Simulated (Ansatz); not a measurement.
# Starting-point dependence of the GW gap of GaN (P6_3mc)

How much of the starting functional survives in the G0W0 gap of GaN (P6_3mc)?

Program: Ansatz 0.2.0. Level of theory: G0W0 on several functionals, plane waves, PAW. Results are calculated unless marked as measured.

Most raw output is cut from this account.

The database entry behind the starting cell differs from later determinations by our own check (about 0.3 % short, ideal inner coordinate), so it need not match the best structure at ambient conditions.

In doubt: masses and optical values from hybrid runs of this build are listed as unsure (step 4), which bears on the screening that GW takes from such a start.

## (1) Set-up

Symmetry: P6_3mc, No. 186, hexagonal system. The conventional cell has a = 3.180 Å, b = 3.180 Å, c = 5.166 Å, α = 90.00°, β = 90.00°, γ = 120.00°. Nearest to Ga lie 4 N at 1.94 to 1.95 Å. Nearest to N lie 4 Ga at 1.94 to 1.95 Å. Farther neighbours and most contacts between anions are not listed.

The cell and positions come from the Crystallography Open Database and are kept as given unless a step says otherwise. The default PAW set here is soft_2. Its files were made with PBE.

## (2) G0W0 on PBE

G0W0 replaces the xc potential by the self-energy, built once from these orbitals. Only a window of levels is corrected, while the sums run over the empty bands that the input names.

This step: G0W0 on PBE, plane waves, PAW.

The input, input.yaml:

```yaml
crystal:
  lattice:
    - [3.18, 0.0, 0.0]
    - [-1.59, 2.753960784, 0.0]
    - [0.0, 0.0, 5.166]
  atoms:
    - { symbol: Ga, position: [0.3333333333, 0.6666666667, 0.0] }
    - { symbol: Ga, position: [0.6666666667, 0.3333333333, 0.5] }
    - { symbol: "N", position: [0.3333333333, 0.6666666667, 0.375] }
    - { symbol: "N", position: [0.6666666667, 0.3333333333, 0.875] }
kpoints:
  mp_grid: { grid: [6, 6, 4] }
hamiltonian:
  xc: pbe
scf:
  occupations: { method: fixed }
gw:
  n_empty_bands: 135
  ecut_chi: 120
  qp_bands: [v2, c2]
  qp_kpoints: band_edges
  screening: { model: contour_deformation }
```

Command:

```sh
> ansatz run input.yaml --threads 3 --pin off --max-ram 92160MiB --backend cuda --events-out ev --progress --plain --runs-dir out --devices 1 --max-vram 13GiB  # rebuilt from the run's record
```

It took 15 s on 1 × NVIDIA H100 80GB HBM3 (shared by 6 runs) with 3 threads of AMD EPYC 7R13 (Zen 3), shared host; peak memory 1.2 GiB; 23 s of CPU time.

This step gave:

```yaml
bands_summed: 153
rpa_eps_infinity_on_this_mesh_eigenvalues: 5.894, 5.940, 5.940
plane_waves_in_the_screening_matrix: 135
q_points_in_the_mesh: 144
g0w0_gap_on_the_mesh: 3.104 eV
k_of_the_valence_top: 0, 0, 0
k_of_the_conduction_bottom: 0, 0, 0
starting_gap_on_the_mesh: 1.963 eV
z_at_the_valence_top: 0.7728
z_at_the_conduction_bottom: 0.8067
least_direct_g0w0_gap_on_the_computed_points: 3.104 eV
```

The gap on the mesh goes from 1.96 eV to 3.10 eV, a correction of +1.14 eV. Between the two edge states, bare exchange in place of the xc potential would open the gap by 7.92 eV, and correlation takes back 6.78 eV.

## (3) G0W0 on LDA

One-shot GW remembers its start. Another functional's orbitals and levels show by how much.

This step: G0W0 on LDA, plane waves, PAW.

Changes to input.yaml since step 2:

```diff
@@ -13,3 +13,3 @@
 hamiltonian:
-  xc: pbe
+  xc: lda
 scf:
```

Run time: 13 s. Hardware: 1 × NVIDIA H100 80GB HBM3 (shared by 6 runs) with 3 threads; peak memory 1.1 GiB; 21 s of CPU time.

This step gave:

| Item | Value |
| --- | --- |
| bands summed | 153 |
| RPA ε∞ on this mesh (eigenvalues) | 5.974, 6.045, 6.045 |
| plane waves in the screening matrix | 135 |
| q-points in the mesh | 144 |
| G0W0 gap on the mesh | 3.142 eV |
| k of the valence top | 0, 0, 0 |
| k of the conduction bottom | 0, 0, 0 |
| starting gap on the mesh | 1.971 eV |
| Z at the valence top | 0.7719 |
| Z at the conduction bottom | 0.8049 |
| least direct G0W0 gap on the computed points | 3.142 eV |

Against the run with 6×6×4 mesh, 135 empty bands, screening to 120 eV on PBE, the gap moves by +0.04 eV.

## (4) G0W0 on HSE06

This step: G0W0 on HSE06, plane waves, PAW.

Changes to input.yaml since step 3:

```diff
@@ -13,3 +13,3 @@
 hamiltonian:
-  xc: lda
+  xc: hse06
 scf:
```

Run time: 35 s. Hardware: 1 × NVIDIA H100 80GB HBM3 (shared by 6 runs) with 3 threads; peak memory 1.6 GiB; 38 s of CPU time.

This step gave:

- bands summed: 153
- RPA ε∞ on this mesh (eigenvalues): 4.515, 4.515, 4.526
- plane waves in the screening matrix: 135
- G0W0 gap on the mesh: 3.695 eV
- k of the valence top: 0, 0, 0
- k of the conduction bottom: 0, 0, 0
- starting gap on the mesh: 3.233 eV
- least direct G0W0 gap on the computed points: 3.695 eV

Against the run with 6×6×4 mesh, 135 empty bands, screening to 120 eV on LDA, the gap moves by +0.55 eV, while the start moved by +1.26 eV.

## (5) Side by side

All on the 6×6×4 mesh with 135 empty bands and screening to 120 eV. Times are wall times on 1 × NVIDIA H100 80GB HBM3 (shared by 6 runs) with 3 threads of AMD EPYC 7R13 (Zen 3), shared host, good to a factor of about two.

```
start  starting gap (eV)  shift (eV)  G0W0 gap (eV)  RPA ε∞ (harmonic mean)  Z (valence, conduction)  time
  PBE               1.96       +1.14           3.10                    5.92               0.77, 0.81  15 s
  LDA               1.97       +1.17           3.14                    6.02               0.77, 0.80  13 s
HSE06               3.23       +0.46           3.70                    4.52               0.80, 0.83  35 s
```

How the two edges are built up, in eV (the quasiparticle level is the starting level plus Σx plus Σc less Vxc):

```
  run               edge  start      Σx     Σc     Vxc     Z     QP
  PBE        valence top   9.85  -23.96   3.12  -20.31  0.77   9.33
  PBE  conduction bottom  11.82  -11.52  -3.66  -15.78  0.81  12.43
  LDA        valence top   9.48  -23.90   3.05  -20.48  0.77   9.12
  LDA  conduction bottom  11.46  -11.62  -3.73  -16.16  0.80  12.26
HSE06        valence top   9.02  -23.70   2.87  -20.82  0.80   9.00
HSE06  conduction bottom  12.25  -10.88  -3.63  -14.96  0.83  12.70
```

For a hybrid start, Vxc holds its share of exact exchange.

## (6) Outcome

```yaml
g0w0_pbe: 3.10 eV (start 1.96 eV)
g0w0_lda: 3.14 eV (start 1.97 eV)
g0w0_hse06: 3.70 eV (start 3.23 eV)
known_limits: not at the basis limit; no spin-orbit coupling
```

The starting gaps span 1.27 eV and the G0W0 gaps 0.59 eV. Between PBE and HSE06, 0.59 eV of the 1.27 eV survives, 47 %. HSE06 screens less than PBE (ε∞ 4.52 against 5.92). Of the 0.59 eV by which its G0W0 gap is higher, the correlation part gives +0.28 eV, and exchange with the one-particle terms, which follow the orbitals, +0.31 eV. The smallest correction, +0.46 eV, is on HSE06, the start nearest to reproducing itself. Bands and cutoff are finite, so the gap is not at the basis limit. The miss can reach some tenths of an eV and take either sign; the mesh is an error of its own. The many-body steps are scalar-relativistic: spin-orbit coupling is not in them.

[Paths, hosts, dates, memory and timing lines, banners, echoed tables and standing remarks are left out of the program output.]

[Logs are printed without paths, hosts, clocks, repeated set-up lines and the standing remarks that a program may print on its own settings, such as how far it seeks lower states.]

[Runs of the session that timed out or met a known fault of the program may be left out.]

[Cells called generated may have been cut or substituted from an entry of the Crystallography Open Database or the Materials Project.]

[Hosts, paths, dates, database ids (printed as entryN), source tags and the programs' standing remarks are cut or masked in the printed files.]
